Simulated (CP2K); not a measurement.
Consider ethanethiol at its PBE geometry (Å).

```xyz
9

C    -0.8127    0.5358    0.0551
C     0.1109   -0.6623   -0.1414
S     1.7327   -0.5149    0.6953
H    -1.7874    0.3516   -0.4217
H    -0.3848    1.4430   -0.3928
H    -0.9808    0.7342    1.1214
H    -0.3265   -1.5707    0.2965
H     0.2791   -0.8714   -1.2059
H     2.1696    0.5547   -0.0065
```

Method: CP2K XAS_TDP, all-electron GAPW, PBEh(45%), aug-cc-pVDZ, TDA, GW2X-corrected core level, no relativity.

Where do the C K-edge lines lie, and how strong are they?

Leading lines: C1 289.98 eV and C2 289.65 eV. The leading line of an atom is its first one with 35 % of the strongest within 2.5 eV of its lowest line over the strength cut. Core ionisation energies at this level: C1 292.23 and C2 292.66 eV.

The first six lines of each atom with a strength over 0.0015:

```csv
atom,energy (eV),states,"strength, one atom",above the computed threshold
C1 (bonded to C and 3 H),289.98,1,0.0071,
,290.70,1,0.0172,
,290.93,1,0.0158,
,290.97,1,0.0035,
,291.41,1,0.0017,
,291.92,1,0.0055,
"C2 (bonded to C, S and 2 H)",289.65,1,0.0418,
,290.40,1,0.0134,
,291.10,1,0.0204,
,291.40,1,0.0039,
,292.47,1,0.0031,
,292.62,1,0.0021,
```

Lines are vertical, at one geometry, with no vibrational structure. GW2X ionisation energies and lines can be off by 1 to 2 eV either way, and a good line position may hide errors that cancel. These values hold no scalar relativity, about 0.1 eV for C 1s. Rydberg lines, and the discretised continuum above threshold, depend on the basis and the box.

[Banner, clock and machine lines of the logs are left out without a mark of their own.]

[Logs are printed without paths, hosts, clocks, repeated set-up lines and the standing remarks that a program may print on its own settings, such as how far it seeks lower states.]

[Hosts, paths, dates, database ids (printed as entryN), source tags and the programs' standing remarks are cut or masked in the printed files.]
